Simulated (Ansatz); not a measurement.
# Ru(0001) with 2 thermally displaced layers, 2x2: scattering by thermal displacements, part 2 of 2

Aim: the resistivity of Ru at 800 K from frozen thermal displacements between perfect leads.

Ansatz 0.2.0; Ansatz plane-wave DFT, PBE, PAW files; ballistic transport by layer matching (Landauer), zero bias; PAW set soft_1.

So far, open channels per spin nearest the Fermi level: step 2 (with 2 displaced layers) 5.16.

### 3. With 6 displaced layers

Each atom of 6 layers is moved at random, by amounts drawn from a normal law 0.057 Å wide in each direction from the Debye model (600 K) at 800 K. A fresh draw is used; the growth of the resistance with length is what counts.

System of this step: Ru(0001) with 6 thermally displaced layers, 2x2. The cell holds 64 atoms: 64 Ru. Its edges and angles: a = 5.412 Å, b = 5.412 Å, c = 34.255 Å, α = 90.0°, β = 90.0°, γ = 120.0°. It derives from Ru. Regions: lead, 40 atoms (40 Ru); scattering region, 24 atoms (24 Ru). The structure is stacked along c, and the current runs across the ab planes.

input.yaml

```yaml
crystal:
  lattice:
    - [5.4116, 0.0, 0.0]
    - [-2.7058, 4.6865830751, 0.0]
    - [0.0, 0.0, 34.2552]
  atoms:
    - { symbol: Ru, position: [0.1666666667, 0.3333333333, 0.03125] }
    - { symbol: Ru, position: [0.1666666667, 0.8333333333, 0.03125] }
    - { symbol: Ru, position: [0.6666666667, 0.3333333333, 0.03125] }
    - { symbol: Ru, position: [0.6666666667, 0.8333333333, 0.03125] }
    - { symbol: Ru, position: [0.3333333333, 0.1666666667, 0.09375] }
    - { symbol: Ru, position: [0.3333333333, 0.6666666667, 0.09375] }
    - { symbol: Ru, position: [0.8333333333, 0.1666666667, 0.09375] }
    - { symbol: Ru, position: [0.8333333333, 0.6666666667, 0.09375] }
    - { symbol: Ru, position: [0.1666666667, 0.3333333333, 0.15625] }
    - { symbol: Ru, position: [0.1666666667, 0.8333333333, 0.15625] }
    - { symbol: Ru, position: [0.6666666667, 0.3333333333, 0.15625] }
    - { symbol: Ru, position: [0.6666666667, 0.8333333333, 0.15625] }
    - { symbol: Ru, position: [0.3333333333, 0.1666666667, 0.21875] }
    - { symbol: Ru, position: [0.3333333333, 0.6666666667, 0.21875] }
    - { symbol: Ru, position: [0.8333333333, 0.1666666667, 0.21875] }
    - { symbol: Ru, position: [0.8333333333, 0.6666666667, 0.21875] }
    - { symbol: Ru, position: [0.1666666667, 0.3333333333, 0.28125] }
    - { symbol: Ru, position: [0.1666666667, 0.8333333333, 0.28125] }
    - { symbol: Ru, position: [0.6666666667, 0.3333333333, 0.28125] }
    - { symbol: Ru, position: [0.6666666667, 0.8333333333, 0.28125] }
    - { symbol: Ru, position: [0.3233412613, 0.1594376526, 0.3432784405] }
    - { symbol: Ru, position: [0.3303209651, 0.6759875937, 0.3410939837] }
    - { symbol: Ru, position: [0.8382039583, 0.1590578346, 0.3428415119] }
    - { symbol: Ru, position: [0.8182268879, 0.6649122343, 0.3433378713] }
    - { symbol: Ru, position: [0.1654372011, 0.3268409793, 0.4064060178] }
    - { symbol: Ru, position: [0.1883218532, 0.8383080405, 0.4052953336] }
    - { symbol: Ru, position: [0.6759229927, 0.3317667113, 0.407238255] }
    - { symbol: Ru, position: [0.6707427913, 0.8285767591, 0.4030378461] }
    - { symbol: Ru, position: [0.3330250088, 0.1733740782, 0.4681174657] }
    - { symbol: Ru, position: [0.3439143702, 0.6785809213, 0.4678445514] }
    - { symbol: Ru, position: [0.8561669416, 0.1863928483, 0.4705456194] }
    - { symbol: Ru, position: [0.8522800324, 0.6800071195, 0.4725017346] }
    - { symbol: Ru, position: [0.1686371181, 0.3333586823, 0.5322536191] }
    - { symbol: Ru, position: [0.1476544112, 0.8144418777, 0.5297822677] }
    - { symbol: Ru, position: [0.6734680054, 0.3390871319, 0.5286933753] }
    - { symbol: Ru, position: [0.6449044529, 0.8294880613, 0.5309370588] }
    - { symbol: Ru, position: [0.3368980001, 0.1748325201, 0.5957948791] }
    - { symbol: Ru, position: [0.3394915696, 0.6741188165, 0.5919274961] }
    - { symbol: Ru, position: [0.8223793185, 0.1695400589, 0.594856053] }
    - { symbol: Ru, position: [0.8445880545, 0.6738762511, 0.5950549282] }
    - { symbol: Ru, position: [0.1645410294, 0.3120213148, 0.655028289] }
    - { symbol: Ru, position: [0.1750898116, 0.8405907185, 0.6537337564] }
    - { symbol: Ru, position: [0.676354399, 0.3279957736, 0.6558632265] }
    - { symbol: Ru, position: [0.6741098986, 0.8424512271, 0.6538651779] }
    - { symbol: Ru, position: [0.3333333333, 0.1666666667, 0.71875] }
    - { symbol: Ru, position: [0.3333333333, 0.6666666667, 0.71875] }
    - { symbol: Ru, position: [0.8333333333, 0.1666666667, 0.71875] }
    - { symbol: Ru, position: [0.8333333333, 0.6666666667, 0.71875] }
    - { symbol: Ru, position: [0.1666666667, 0.3333333333, 0.78125] }
    - { symbol: Ru, position: [0.1666666667, 0.8333333333, 0.78125] }
    - { symbol: Ru, position: [0.6666666667, 0.3333333333, 0.78125] }
    - { symbol: Ru, position: [0.6666666667, 0.8333333333, 0.78125] }
    - { symbol: Ru, position: [0.3333333333, 0.1666666667, 0.84375] }
    - { symbol: Ru, position: [0.3333333333, 0.6666666667, 0.84375] }
    - { symbol: Ru, position: [0.8333333333, 0.1666666667, 0.84375] }
    - { symbol: Ru, position: [0.8333333333, 0.6666666667, 0.84375] }
    - { symbol: Ru, position: [0.1666666667, 0.3333333333, 0.90625] }
    - { symbol: Ru, position: [0.1666666667, 0.8333333333, 0.90625] }
    - { symbol: Ru, position: [0.6666666667, 0.3333333333, 0.90625] }
    - { symbol: Ru, position: [0.6666666667, 0.8333333333, 0.90625] }
    - { symbol: Ru, position: [0.3333333333, 0.1666666667, 0.96875] }
    - { symbol: Ru, position: [0.3333333333, 0.6666666667, 0.96875] }
    - { symbol: Ru, position: [0.8333333333, 0.1666666667, 0.96875] }
    - { symbol: Ru, position: [0.8333333333, 0.6666666667, 0.96875] }
kpoints:
  mp_grid: { grid: [5, 5, 1] }
hamiltonian:
  xc: pbe
  pseudopotentials: { kind: paw, azcp: { folder: soft_1 } }
scf:
  occupations: { method: fermi_dirac, width: 0.1 }
output:
  transmission:
    leads: [[0, 8]]
    kmesh: [10, 10]
    e_range: [-0.05, 0.05]
    de: 0.05
  write_potential: true
  write_density: true
  volumetric_format: npy
```

Run with:

```
ansatz run input.yaml --threads 4 --pin off --max-ram 15360MiB --backend cpu --events-out ev --progress --plain --runs-dir out
```

Numbers of over 12 decimals in the logs are rounded to 6 here.

The program printed:

```text
[...]
Crystal: 64 atoms, lattice volume = 868.777 Å³
Basis set: ecut = 420 eV, 16909 PW (Γ)
Bands: 615, of which v1, the nominal top of the filled ones, is band 512 counted from 1 (511 counted from 0)
Symmetry: 1 space group operations
[...]
k-points: 13 of 25 (time reversal used)
[...]
SCF iter   1: F=—  HF=-376277.083521 eV  |F-HF|=—  |Δ(HF+E_count)|=         —  Δρ=1.21e-1  dr2=1.24e2  ethr=3.10e-3  ⟨swp⟩=5.0  Hψ=25909  notcnv=0  defer=2
[...]
SCF iter   9: F=-376237.752999 eV  HF=-376237.752999 eV  |F-HF|=2.01e-8  |Δ(HF+E_count)|=   4.07e-9  Δρ=1.15e-6  dr2=2.54e-8  ethr=9.77e-12  ⟨swp⟩=7.2  Hψ=17344  notcnv=0
SCF 1 converged in 9 iterations: F = -376237.752999 eV  dr2 = 2.54e-8
[...]
transmission: 329 of 3276 steps passed
transmission: 656 of 3276 steps passed
[...]
transmission: 3276 of 3276 steps passed
SCF converged after 9 iterations
Free energy (F): -376237.752999 eV
[...]
Internal energy: -376235.695152 eV  (E = F + TS)
E sigma→0 (E₀):  -376236.724075 eV
Entropy (-TS):   -2.057846 eV (-32.154 meV/atom)
Fermi energy:    23.371023 eV
[...]
--- Band table (eV; the first three rows and the last of 13) ---
  k-point 0: bands = [... 508 lower, 24.1178, 24.1288, 24.1382, 24.1607, 24.1693, 24.1856, 24.2099, 24.2614, ... 99 higher]
  k-point 1: bands = [... 508 lower, 23.5603, 23.7824, 23.8283, 23.8560, 23.8737, 23.8780, 23.8942, 23.9129, ... 99 higher]
  k-point 2: bands = [... 508 lower, 23.0768, 23.1098, 23.1352, 23.1647, 23.1941, 23.2437, 23.2983, 23.3287, ... 99 higher]
  k-point 12: bands = [... 508 lower, 23.2675, 23.2822, 23.3040, 23.3243, 23.3402, 23.4064, 23.4167, 23.4324, ... 99 higher]
--- Transmission ---
  basis      : 223 plane waves across, 63 finite elements along
  points     : 52, standing for a mesh of 10 x 10
[...]
channels       : 5.280000e0 a spin
[...]
junction   : crystal 0 to crystal 0, 0.70 to 30.67 Å
    transmission   : 4.216132e0 a spin
[...]
```

Wall time 8.2 min (4 threads of Intel Xeon Platinum 8488C (Sapphire Rapids), shared host); peak memory 10 GiB.

This step gave:

```yaml
free_energy: -376237.7530 eV
energy_at_zero_smearing: -376236.7241 eV
fermi_energy: 23.37 eV
transmission_per_spin_nearest_the_fermi_level: 4.216
open_channels_per_spin_nearest_the_fermi_level: 5.28
step_of_the_lead_s_potential: 1.9 meV
```

Per spin. The transmission, zone mean by energy, zero at the Fermi level:

```
energy (eV)  transmission, zone mean
    -0.0500                     4.23
     0.0000                     4.22
     0.0500                     4.33
```

Over the solved energies the transmission per spin lies between 4.22 and 4.33, out of 5.48 channels of the lead on average (up to 6).

### 4. With 10 displaced layers

Each atom of 10 layers is moved at random, by amounts drawn from a normal law 0.057 Å wide in each direction from the Debye model (600 K) at 800 K. A fresh draw is used; the growth of the resistance with length is what counts.

System of this step: Ru(0001) with 10 thermally displaced layers, 2x2. The cell holds 80 atoms: 80 Ru. Cell: a = 5.412 Å, b = 5.412 Å, c = 42.819 Å, α = 90.0°, β = 90.0°, γ = 120.0°. It derives from Ru. Regions: lead, 40 atoms (40 Ru); scattering region, 40 atoms (40 Ru). The structure is stacked along c, and the current runs across the ab planes.

input.yaml

```yaml
crystal:
  lattice:
    - [5.4116, 0.0, 0.0]
    - [-2.7058, 4.6865830751, 0.0]
    - [0.0, 0.0, 42.819]
  atoms:
    - { symbol: Ru, position: [0.1666666667, 0.3333333333, 0.025] }
    - { symbol: Ru, position: [0.1666666667, 0.8333333333, 0.025] }
    - { symbol: Ru, position: [0.6666666667, 0.3333333333, 0.025] }
    - { symbol: Ru, position: [0.6666666667, 0.8333333333, 0.025] }
    - { symbol: Ru, position: [0.3333333333, 0.1666666667, 0.075] }
    - { symbol: Ru, position: [0.3333333333, 0.6666666667, 0.075] }
    - { symbol: Ru, position: [0.8333333333, 0.1666666667, 0.075] }
    - { symbol: Ru, position: [0.8333333333, 0.6666666667, 0.075] }
    - { symbol: Ru, position: [0.1666666667, 0.3333333333, 0.125] }
    - { symbol: Ru, position: [0.1666666667, 0.8333333333, 0.125] }
    - { symbol: Ru, position: [0.6666666667, 0.3333333333, 0.125] }
    - { symbol: Ru, position: [0.6666666667, 0.8333333333, 0.125] }
    - { symbol: Ru, position: [0.3333333333, 0.1666666667, 0.175] }
    - { symbol: Ru, position: [0.3333333333, 0.6666666667, 0.175] }
    - { symbol: Ru, position: [0.8333333333, 0.1666666667, 0.175] }
    - { symbol: Ru, position: [0.8333333333, 0.6666666667, 0.175] }
    - { symbol: Ru, position: [0.1666666667, 0.3333333333, 0.225] }
    - { symbol: Ru, position: [0.1666666667, 0.8333333333, 0.225] }
    - { symbol: Ru, position: [0.6666666667, 0.3333333333, 0.225] }
    - { symbol: Ru, position: [0.6666666667, 0.8333333333, 0.225] }
    - { symbol: Ru, position: [0.3442307011, 0.1676067954, 0.2739738434] }
    - { symbol: Ru, position: [0.317140434, 0.6400800803, 0.2741378485] }
    - { symbol: Ru, position: [0.830937361, 0.1580424097, 0.2745633281] }
    - { symbol: Ru, position: [0.8320816341, 0.6672551287, 0.2763587373] }
    - { symbol: Ru, position: [0.1648234165, 0.3301713154, 0.3257170792] }
    - { symbol: Ru, position: [0.1864563985, 0.8291644566, 0.3256827619] }
    - { symbol: Ru, position: [0.6582347236, 0.3496987196, 0.3258778138] }
    - { symbol: Ru, position: [0.6803466137, 0.8326149771, 0.3236117367] }
    - { symbol: Ru, position: [0.3472497638, 0.1758319756, 0.3738457419] }
    - { symbol: Ru, position: [0.3205495042, 0.6721295088, 0.3747718319] }
    - { symbol: Ru, position: [0.8571131665, 0.1591955212, 0.3742963438] }
    - { symbol: Ru, position: [0.8220404564, 0.6464143967, 0.37381639] }
    - { symbol: Ru, position: [0.1831886808, 0.3317353756, 0.4241900739] }
    - { symbol: Ru, position: [0.1567992923, 0.8403938119, 0.4258763683] }
    - { symbol: Ru, position: [0.6670010956, 0.3285994363, 0.4254067519] }
    - { symbol: Ru, position: [0.6665453226, 0.8250516602, 0.4258284891] }
    - { symbol: Ru, position: [0.3032118226, 0.1509881089, 0.4745954058] }
    - { symbol: Ru, position: [0.3251098483, 0.6525054599, 0.4754376159] }
    - { symbol: Ru, position: [0.847195701, 0.1721528295, 0.4752989078] }
    - { symbol: Ru, position: [0.8445172967, 0.6715860007, 0.473479185] }
    - { symbol: Ru, position: [0.1723862313, 0.349039891, 0.5234857061] }
    - { symbol: Ru, position: [0.164956397, 0.8286003783, 0.5238045103] }
    - { symbol: Ru, position: [0.6566260399, 0.3345620647, 0.5254198139] }
    - { symbol: Ru, position: [0.6611275398, 0.815744943, 0.5246156095] }
    - { symbol: Ru, position: [0.3427330512, 0.1781827904, 0.5758952862] }
    - { symbol: Ru, position: [0.3487655482, 0.6800112587, 0.5760968579] }
    - { symbol: Ru, position: [0.8250993176, 0.1673726231, 0.574050624] }
    - { symbol: Ru, position: [0.7980255103, 0.64622183, 0.5777809029] }
    - { symbol: Ru, position: [0.1412620954, 0.3060623876, 0.6242214102] }
    - { symbol: Ru, position: [0.1824073379, 0.8327865079, 0.6255432668] }
    - { symbol: Ru, position: [0.6633131037, 0.3323210098, 0.6266862432] }
    - { symbol: Ru, position: [0.6745267512, 0.8322842464, 0.626186982] }
    - { symbol: Ru, position: [0.3433184245, 0.1640009268, 0.6753594193] }
    - { symbol: Ru, position: [0.3319458894, 0.6585381082, 0.6765321248] }
    - { symbol: Ru, position: [0.8278063487, 0.1591319947, 0.6727690726] }
    - { symbol: Ru, position: [0.8292810904, 0.6852205559, 0.6734822741] }
    - { symbol: Ru, position: [0.1689585887, 0.3288676961, 0.7256807125] }
    - { symbol: Ru, position: [0.1682899823, 0.8238912978, 0.7246114506] }
    - { symbol: Ru, position: [0.6684098689, 0.3347265899, 0.7249620459] }
    - { symbol: Ru, position: [0.667194633, 0.8409889043, 0.7267534113] }
    - { symbol: Ru, position: [0.3333333333, 0.1666666667, 0.775] }
    - { symbol: Ru, position: [0.3333333333, 0.6666666667, 0.775] }
    - { symbol: Ru, position: [0.8333333333, 0.1666666667, 0.775] }
    - { symbol: Ru, position: [0.8333333333, 0.6666666667, 0.775] }
    - { symbol: Ru, position: [0.1666666667, 0.3333333333, 0.825] }
    - { symbol: Ru, position: [0.1666666667, 0.8333333333, 0.825] }
    - { symbol: Ru, position: [0.6666666667, 0.3333333333, 0.825] }
    - { symbol: Ru, position: [0.6666666667, 0.8333333333, 0.825] }
    - { symbol: Ru, position: [0.3333333333, 0.1666666667, 0.875] }
    - { symbol: Ru, position: [0.3333333333, 0.6666666667, 0.875] }
    - { symbol: Ru, position: [0.8333333333, 0.1666666667, 0.875] }
    - { symbol: Ru, position: [0.8333333333, 0.6666666667, 0.875] }
    - { symbol: Ru, position: [0.1666666667, 0.3333333333, 0.925] }
    - { symbol: Ru, position: [0.1666666667, 0.8333333333, 0.925] }
    - { symbol: Ru, position: [0.6666666667, 0.3333333333, 0.925] }
    - { symbol: Ru, position: [0.6666666667, 0.8333333333, 0.925] }
    - { symbol: Ru, position: [0.3333333333, 0.1666666667, 0.975] }
    - { symbol: Ru, position: [0.3333333333, 0.6666666667, 0.975] }
    - { symbol: Ru, position: [0.8333333333, 0.1666666667, 0.975] }
    - { symbol: Ru, position: [0.8333333333, 0.6666666667, 0.975] }
kpoints:
  mp_grid: { grid: [5, 5, 1] }
hamiltonian:
  xc: pbe
  pseudopotentials: { kind: paw, azcp: { folder: soft_1 } }
scf:
  occupations: { method: fermi_dirac, width: 0.1 }
output:
  transmission:
    leads: [[0, 8]]
    kmesh: [10, 10]
    e_range: [-0.05, 0.05]
    de: 0.05
  write_potential: true
  write_density: true
  volumetric_format: npy
```

The program printed:

```text
[...]
Crystal: 80 atoms, lattice volume = 1085.972 Å³
Basis set: ecut = 420 eV, 21185 PW (Γ)
Bands: 768, of which v1, the nominal top of the filled ones, is band 640 counted from 1 (639 counted from 0)
Symmetry: 1 space group operations
[...]
k-points: 13 of 25 (time reversal used)
[...]
SCF iter   1: F=—  HF=-470345.484022 eV  |F-HF|=—  |Δ(HF+E_count)|=         —  Δρ=1.21e-1  dr2=1.54e2  ethr=3.10e-3  ⟨swp⟩=5.0  Hψ=32414  notcnv=0  defer=24
[...]
SCF iter  10: F=-470296.470512 eV  HF=-470296.470512 eV  |F-HF|=4.19e-9  |Δ(HF+E_count)|=  6.98e-10  Δρ=2.47e-7  dr2=4.18e-9  ethr=7.81e-12  ⟨swp⟩=2.0  Hψ=14582  notcnv=0
SCF 1 converged in 10 iterations: F = -470296.470512 eV  dr2 = 4.18e-9
[...]
transmission: 432 of 4316 steps passed
transmission: 865 of 4316 steps passed
[...]
transmission: 4316 of 4316 steps passed
SCF converged after 10 iterations
Free energy (F): -470296.470512 eV
[...]
Internal energy: -470293.945051 eV  (E = F + TS)
E sigma→0 (E₀):  -470295.207781 eV
Entropy (-TS):   -2.525461 eV (-31.568 meV/atom)
Fermi energy:    23.366566 eV
[...]
--- Band table (eV; the first three rows and the last of 13) ---
  k-point 0: bands = [... 636 lower, 24.2426, 24.2748, 24.2851, 24.3220, 24.3610, 24.3673, 24.3819, 24.4041, ... 124 higher]
  k-point 1: bands = [... 636 lower, 23.6322, 23.6647, 23.6923, 23.8141, 23.8230, 23.8312, 23.8502, 23.8706, ... 124 higher]
  k-point 2: bands = [... 636 lower, 23.1299, 23.1483, 23.1652, 23.1915, 23.2086, 23.2234, 23.2687, 23.2843, ... 124 higher]
  k-point 12: bands = [... 636 lower, 23.1988, 23.2680, 23.2713, 23.3354, 23.3491, 23.3690, 23.3786, 23.3924, ... 124 higher]
--- Transmission ---
  basis      : 223 plane waves across, 83 finite elements along
  points     : 52, standing for a mesh of 10 x 10
[...]
channels       : 5.280000e0 a spin
[...]
junction   : crystal 0 to crystal 0, 1.44 to 39.98 Å
    transmission   : 3.545221e0 a spin
[...]
```

Elapsed: 13 min, on 4 threads; peak memory 8.5 GiB.

Numbers from this step:

```
free energy                                   : -470296.4705 eV
energy at zero smearing                       : -470295.2078 eV
transmission per spin nearest the Fermi level : 3.545
step of the lead's potential                  : 1.5 meV
```

Per spin. The transmission, zone mean by energy, zero at the Fermi level:

```
energy (eV)  transmission, zone mean
    -0.0500                     3.63
     0.0000                     3.55
     0.0500                     3.67
```

Over the solved energies the transmission per spin lies between 3.55 and 3.67, out of 5.44 channels of the lead on average (up to 5.88).

### 5. Resistance against length

This step: Ansatz plane-wave DFT, PBE, PAW files; ballistic transport by layer matching (Landauer), zero bias; resistivity from the slope of the area resistance; PAW set soft_1 (Ansatz 0.2.0).

This step gave:

| Item | Value |
| --- | --- |
| resistivity | 14.94 µΩ cm |
| intercept | -0.01811 fΩ m² |
| scatter about the fit | 0.001986 fΩ m² |

Resistance, by row:

```
run  length (Å)      T  channels N  RA (fΩ m²)
 n2       4.282   4.94        5.32     0.04726
 n6       12.85   4.26        5.48       0.171
n10       21.41  3.618        5.44      0.3031
```

Area resistance against length of the displaced region:

```
length of the displaced region (Å)  area resistance (fΩ m²)
                              4.28                   0.0473
                             12.85                    0.171
                             21.41                    0.303
```

The area resistance goes from 0.047 to 0.30 fΩ m² between 4.3 and 21.4 Å, a slope of 15 µΩ cm.

By hand from the end points: (0.3031 − 0.04726) fΩ m² / (21.41 − 4.28) Å = 15 µΩ cm, since 1 fΩ m² per Å is 1000 µΩ cm.

### 6. Outcome

```
resistivity from the slope  : 14.9 µΩ cm
area resistance over 4.28 Å : 0.0473 fΩ m²
area resistance over 12.8 Å : 0.171 fΩ m²
area resistance over 21.4 Å : 0.303 fΩ m²
```

The slope gives 15 µΩ cm. The points scatter by 0.0020 fΩ m² about the line, with one random draw a length in a 2x2 cell, so the slope is a rough value. The mean square of the displacements drawn is 0.84, 0.86 and 0.90 of the nominal one at the three lengths; with each resistance scaled back by that, the slope is 16 µΩ cm, the value used below. The lead's own channel count moves between the runs (5.32, 5.48 and 5.44), which shifts RA and the slope too. Read with a model of isotropic scattering on a spherical Fermi surface and the lead's 1.6×10¹⁵ S/m², this slope means a mean free path near 30 Å; over these lengths the model's slope is 1.07 times its bulk resistivity, which would be 15 µΩ cm. Uncorrelated displacements put too much weight on short waves, which scatter strongly; with the sideways repeat of a small cell, one draw and three short lengths, the method is good to a factor of two or three.

[Logs are printed without paths, hosts, clocks, repeated set-up lines and the standing remarks that a program may print on its own settings, such as how far it seeks lower states.]

[Hosts, paths, dates, database ids (printed as entryN), source tags and the programs' standing remarks are cut or masked in the printed files.]
